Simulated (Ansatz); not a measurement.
Consider KCrF3 (cubic perovskite) (Pm-3m).

The structure was built from a prototype and need not be the compound's stable phase.

Symmetry: Pm-3m, No. 221, cubic system. Conventional cell: a = 3.901 Å, b = 3.901 Å, c = 3.901 Å, α = 90.00°, β = 90.00°, γ = 90.00°. Nearest to K lie 12 F at 2.76 Å. Nearest to Cr lie 6 F at 1.95 Å. F has 2 Cr at 1.95 Å and 4 K at 2.76 Å nearest. Farther neighbours and most contacts between anions are not listed.

```
K Cr F
1.0
     0.00000   -3.90089    0.00000
     0.00000    0.00000    3.90089
    -3.90089    0.00000    0.00000
K Cr F
1 1 3
Cartesian
  0.0000 0.0000 0.0000
  -1.9504 -1.9504 1.9504
  0.0000 -1.9504 1.9504
  -1.9504 -1.9504 0.0000
  -1.9504 0.0000 1.9504
```

The structure was relaxed with LDA. The structure type comes from a generator and need not be one that this composition takes. The structure was generated from a model, not taken from a measurement. The runs that relaxed it are not among those shown. The program's search for lower electronic states was switched off, so nothing shows that the state found is the lowest. PAW set soft_2, made with PBE.

A constrained-RPA run (Ansatz 0.2.0; non-magnetic LDA; Cr d, bands v2 to c3, 4×4×4 mesh, medium accuracy) builds 5 functions on bands 3.8 eV wide, with 4.0 electrons in the window. The bare on-site interaction is 19.2 eV and the bare J 0.65 eV.

What U and J survive the screening?

On the Cr d shell, U = 6.93 eV (36 % of the bare value), U′ = 5.88 eV, J = 0.53 eV.

The parent state is non-magnetic and the interaction static (zero frequency); U depends on the window and the orbitals, so it belongs to this model alone.

[Paths, hosts, dates, memory and timing lines, banners, echoed tables and standing remarks are left out of the program output.]

[Logs are printed without paths, hosts, clocks, repeated set-up lines and the standing remarks that a program may print on its own settings, such as how far it seeks lower states.]

[Runs of the session that timed out or met a known fault of the program may be left out.]

[Hosts, paths, dates, database ids (printed as entryN), source tags and the programs' standing remarks are cut or masked in the printed files.]
